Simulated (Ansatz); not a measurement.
# Electron–phonon scattering in SrInNi in the AlB2 type, part 2 of 2

How good a conductor is SrInNi in the AlB2 type when only phonons scatter, and how much computing does the answer need?

Ansatz 0.2.0; DFT PBE, scalar-relativistic, plane waves, PAW; PAW set soft_1.

So far, log mean phonon energy ħω_log (meV): step 6 (resistivity: q 2×2×2, k 4×4×4, scattering 8×8×8) 7.87; step 7 (k-mesh 6×6×6, q mesh 3×3×2, other occupations) 6.87. The relaxed cell has a = 4.481, c = 4.567 Å (conventional setting).

The structure was built from a prototype and need not be the compound's stable phase.

In doubt: the program doubts the meshes or the phonons of the coupling sums (steps 7, 8), which bears on λ, Tc and transport values.

**8. Electron–phonon run: scattering mesh 12×12×12 (continued)**

Solved on the 3×3×2 mesh alone; all other wavevectors are interpolated. The phonon branches at the labelled points (cm⁻¹):

| point | branch 1 | branch 2 | branch 3 | branch 4 | branch 5 | branch 6 | branch 7 | branch 8 | branch 9 |
| --- | --- | --- | --- | --- | --- | --- | --- | --- | --- |
| Γ | 0 | 0 | 0 | 78 | 97 | 97 | 123 | 186 | 186 |
| halfway | 15 | 36 | 69 | 73 | 98 | 105 | 114 | 178 | 184 |
| M | 38 | 57 | 72 | 94 | 100 | 103 | 120 | 170 | 182 |
| halfway | 49 | 56 | 77 | 86 | 94 | 101 | 132 | 164 | 188 |
| K | 55 | 61 | 78 | 83 | 91 | 98 | 141 | 159 | 192 |
| halfway | 26 | 42 | 71 | 72 | 100 | 109 | 112 | 174 | 186 |
| Γ | 0 | 0 | 0 | 78 | 97 | 97 | 123 | 186 | 186 |
| halfway | 35 | 35 | 50 | 81 | 90 | 90 | 117 | 186 | 186 |
| A | 56 | 56 | 74 | 78 | 78 | 87 | 105 | 187 | 187 |
| halfway | 52 | 59 | 69 | 73 | 86 | 107 | 113 | 179 | 185 |
| L | 39 | 57 | 66 | 73 | 89 | 117 | 132 | 168 | 184 |
| halfway | 36 | 43 | 50 | 90 | 96 | 116 | 130 | 164 | 187 |
| H | 30 | 34 | 43 | 91 | 111 | 116 | 125 | 162 | 190 |
| halfway | 48 | 52 | 69 | 79 | 87 | 110 | 115 | 176 | 186 |
| A | 56 | 56 | 74 | 78 | 78 | 87 | 105 | 187 | 187 |
| jump to L | 39 | 57 | 66 | 73 | 89 | 117 | 132 | 168 | 184 |
| halfway | 52 | 52 | 57 | 87 | 96 | 108 | 128 | 169 | 183 |
| M | 38 | 57 | 72 | 94 | 100 | 103 | 120 | 170 | 182 |
| jump to H | 30 | 34 | 43 | 91 | 111 | 116 | 125 | 162 | 190 |
| halfway | 46 | 49 | 56 | 84 | 106 | 108 | 134 | 161 | 191 |
| K | 55 | 61 | 78 | 83 | 91 | 98 | 141 | 159 | 192 |

The program warns of modes at or below zero frequency in the interpolation and leaves them out of its thermodynamic sums. By its own test the run is not converged in the mesh. λ = 0.509 and 30.2 μΩ cm at 300 K, against 0.518 and 28.4 in the run with q 3×3×2, k 6×6×6, scattering 8×8×8 (-1.7 % and +6.1 %). The run's own test puts 13 % between its two finest meshes on the component of the resistivity at 300 K that moves most, more than that change.

**9. The ladder**

Times are for 4 threads of AMD EPYC 7571, shared host. The series side by side:

| no. | run | resistivity at 300 K (μΩ cm, mean of the axes) | coupling constant λ | log mean phonon energy ħω_log (meV) | time | memory (GiB) |
| --- | --- | --- | --- | --- | --- | --- |
| 1 | q 2×2×2, k 4×4×4, scattering 8×8×8 | 26.03 | 0.4727 | 7.872 | 2.4 min | 0.92 |
| 2 | q 3×3×2, k 6×6×6, scattering 8×8×8 | 28.45 | 0.5183 | 6.869 | 9.4 min | 1.6 |
| 3 | q 3×3×2, k 6×6×6, scattering 12×12×12 | 30.18 | 0.5095 | 6.189 | 20 min | 4.7 |

The runs together, line α²F. The Eliashberg function α²F, α²F by phonon energy; read off at these points:

| phonon energy (meV) | q 2×2×2, k 4×4×4, scattering 8×8×8 | q 3×3×2, k 6×6×6, scattering 8×8×8 | q 3×3×2, k 6×6×6, scattering 12×12×12 |
| --- | --- | --- | --- |
| 0.50 | 0 | 7.6e-4 | 0.00356 |
| 1.00 | 1.0e-4 | 0.00538 | 0.0147 |
| 1.50 | 6.1e-4 | 0.0126 | 0.0212 |
| 2.00 | 0.00226 | 0.0187 | 0.0238 |
| 2.50 | 0.00623 | 0.0254 | 0.0251 |
| 3.00 | 0.0119 | 0.0293 | 0.0295 |
| 3.50 | 0.0216 | 0.0375 | 0.0357 |
| 4.00 | 0.0397 | 0.0484 | 0.0526 |
| 4.50 | 0.149 | 0.103 | 0.0966 |
| 4.85 | 0.191 | 0.170 | 0.154 |
| 5.00 | 0.184 | 0.184 | 0.160 |
| 5.50 | 0.143 | 0.173 | 0.152 |
| 6.00 | 0.135 | 0.153 | 0.144 |
| 6.50 | 0.349 | 0.238 | 0.194 |
| 6.68 | 0.496 | 0.271 | 0.219 |
| 7.00 | 0.196 | 0.351 | 0.333 |
| 7.23 | 0.163 | 0.370 | 0.394 |
| 7.50 | 0.227 | 0.206 | 0.208 |
| 8.00 | 0.354 | 0.269 | 0.237 |
| 8.50 | 0.163 | 0.222 | 0.182 |
| 9.00 | 0.0597 | 0.0679 | 0.0781 |
| 9.50 | 0.0886 | 0.123 | 0.131 |
| 10.00 | 0.170 | 0.100 | 0.0758 |
| 10.50 | 0.125 | 0.128 | 0.116 |
| 11.00 | 0.0552 | 0.0714 | 0.0644 |
| 11.50 | 0.0576 | 0.0563 | 0.0556 |
| 12.00 | 0.0763 | 0.0800 | 0.0835 |
| 12.50 | 0.114 | 0.133 | 0.123 |
| 13.00 | 0.105 | 0.111 | 0.103 |
| 13.50 | 0.0898 | 0.112 | 0.109 |
| 14.00 | 0.0721 | 0.111 | 0.118 |
| 14.50 | 0.147 | 0.0840 | 0.0809 |
| 14.73 | 0.199 | 0.0570 | 0.0546 |
| 15.00 | 0.119 | 0.0500 | 0.0490 |
| 15.50 | 0.108 | 0.0558 | 0.0536 |
| 16.00 | 0.0214 | 0.0878 | 0.0661 |
| 16.50 | 0 | 0.0322 | 0.0367 |
| 17.00 | 0 | 0.00555 | 0.00650 |
| 17.50 | 0 | 0 | 1.6e-4 |
| 18.00 | 0 | 0 | 0 |
| 18.50 | 0 | 0 | 0 |
| 19.00 | 0 | 0 | 7.1e-5 |
| 19.50 | 0.00193 | 0.00504 | 0.00905 |
| 20.00 | 0.0480 | 0.0317 | 0.0349 |
| 20.50 | 0.0953 | 0.0541 | 0.0577 |
| 21.00 | 0.0794 | 0.0873 | 0.0878 |
| 21.50 | 0.0757 | 0.0794 | 0.0773 |
| 22.00 | 0.0722 | 0.0970 | 0.0902 |
| 22.50 | 0.0803 | 0.187 | 0.242 |
| 22.60 | 0.108 | 0.291 | 0.419 |
| 22.78 | 0.317 | 0.396 | 0.293 |
| 23.00 | 0.388 | 0.164 | 0.141 |

**10. Outcome**

| Property | Result |
| --- | --- |
| run | PBE, q 3×3×2, k 6×6×6, scattering 12×12×12 (scattering mesh 12×12×12) |
| coupling constant λ | 0.509 |
| log mean phonon energy ħω_log | 6.19 meV |
| states at the Fermi level | 1.19 states/eV/spin/cell |
| resistivity at 300 K | 22.9, 22.9, 44.7 μΩ cm (xx, yy, zz) |
| Drude plasma energy | 5.15, 5.15, 3.79 eV (xx, yy, zz) |
| resistivity times mean free path | 11.5, 11.5, 16.8 × 10⁻¹⁶ Ω m² (xx, yy, zz) |
| change between its two finest scattering meshes | λ 6 %, resistivity at 300 K 13 % |
| time of that run | 20 min |

**Reading.** On the last rung that gave a resistivity at the base settings (q 3×3×2, k 6×6×6, scattering 12×12×12), SrInNi in the AlB2 type has λ = 0.51 and a phonon-limited resistivity of 30.2 μΩ cm at 300 K. Across the runs of step 9 the resistivity at 300 K runs from 26.0 μΩ cm, mean of the axes (q 2×2×2, k 4×4×4, scattering 8×8×8) to 30.2 μΩ cm, mean of the axes (q 3×3×2, k 6×6×6, scattering 12×12×12), while the wall time spans a factor of 8.2. The coupling is moderate (λ = 0.51), so phonons raise the electrons' mass at the Fermi surface by about 51 %. At 800 K the mean free path from ρℓ/ρ falls to about 1.4 nm in the direction where it is shortest, a few atomic spacings, where real metals begin to saturate below the Boltzmann values. Values of ρ(T) under 50 K rest on the softest modes, mostly interpolated ones, and are the least sure of the table. The high-temperature form ρ = 2π k_B T λ_tr/(ħ ε₀ ω_p²) gives 23.1 μΩ cm along x at 300 K, against 22.9 from the Boltzmann equation. Conduction is anisotropic: the resistivity differs by a factor of 2.0 between the axes. By their share in the modes' patterns, Ni atoms take 38 % of λ. The three lowest branches give 72 % of λ. By the run's own test, which takes the component that moves most, the resistivity at 300 K moves by 13 % between its two finest scattering meshes, so it is not converged. In the run quoted no mode is imaginary at the wavevectors of the 3×3×2 mesh; wavevectors off that mesh are interpolated. In the plain interpolation 0.070 % of the modes are imaginary. Only scattering by harmonic phonons counts; impurities, grain boundaries and thermal expansion are left out. The phonon runs are not spin-polarised. The structure was built by hand as an ordered model, and its stability against other phases was not tested.

[Hosts, paths, dates, database ids (printed as entryN), source tags and the programs' standing remarks are cut or masked in the printed files.]
